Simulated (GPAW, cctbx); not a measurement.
# What do these deviations say about the bonding?

AlGa3P4, P-43m (no. 215), a = 5.5359 Å, b = 5.5359 Å, c = 5.5359 Å, α = 90.00°, β = 90.00°, γ = 90.00°.

```
atom  mult.       x       y       z
 Ga1      3       0     1/2     1/2
  P1      4  0.2486  0.2486  0.2486
 Al1      1       0       0       0
```

The cell is our own: ordered zincblende alloy in the eight-atom cube, 1 of 4 Ga sites given to Al.

Absolute values of the static structure factors of the conventional cell from DFT (PBE, GPAW) against free spherical atoms, in electrons:

| hkl | d (Å) | free atoms | crystal |
| --- | --- | --- | --- |
| 010 | 5.536 | 17.06 | 17.03 |
| 011 | 3.914 | 17.07 | 17.03 |
| 111 | 3.196 | 100.64 | 101.16 |
| 020 | 2.768 | 43.10 | 42.62 |
| 021 | 2.476 | 16.07 | 16.08 |
| 121 | 2.260 | 15.30 | 15.31 |
| 022 | 1.957 | 114.14 | 113.76 |
| 122 | 1.845 | 13.85 | 13.84 |
| 030 | 1.845 | 15.16 | 15.18 |
| 031 | 1.751 | 13.86 | 13.90 |

**Question.** Which way does charge move, and which reflections show it best?

Project each element's phase sum on the total phase. |F| rises if density moves to atoms that scatter in phase and falls if it moves to atoms that scatter against it; the rule is for low angles, since changes of shape take over beyond. Where all elements are in phase the terms compete, and the compactness of the donor's and the acceptor's density matters too.

| hkl | Ga in phase | P in phase | Al in phase | change (e) | (%) |
| --- | --- | --- | --- | --- | --- |
| 010 | +1.0 | 0.0 | -1.0 | -0.03 | -0.2 |
| 011 | +1.0 | 0.0 | -1.0 | -0.04 | -0.2 |
| 111 | +2.7 | +1.8 | +0.9 | +0.52 | +0.5 |
| 020 | +3.0 | -4.0 | +1.0 | -0.48 | -1.1 |
| 021 | +1.0 | 0.0 | -1.0 | +0.01 | +0.1 |
| 121 | +1.0 | 0.0 | -1.0 | +0.01 | 0.0 |
| 022 | +3.0 | +4.0 | +1.0 | -0.37 | -0.3 |
| 122 | +1.0 | 0.0 | -1.0 | -0.01 | -0.1 |

Low-angle reflections that set elements apart and change by more than 0.05 e: 020 (010, 011, 021, 121 and 122 hardly move and tell little). The sign fits a gain of density on P and a loss on Ga and Al. The best witness is 020, -1.1 %, where P enters with -4.0. The real-space density agrees: Voronoi charges Ga +0.19, P -0.20, Al +0.23 e. The shortest bond, P–Al, has Δρ = +0.16 e/Å³ at its midpoint, a covalent bond charge.

[Outputs are excerpts: Python notices, other lines and further rows are left out; steps that failed or that the build refused (PBEsol, TPSS) are not shown.]

[Logs are printed without paths, hosts, clocks, repeated set-up lines and the standing remarks that a program may print on its own settings, such as how far it seeks lower states.]
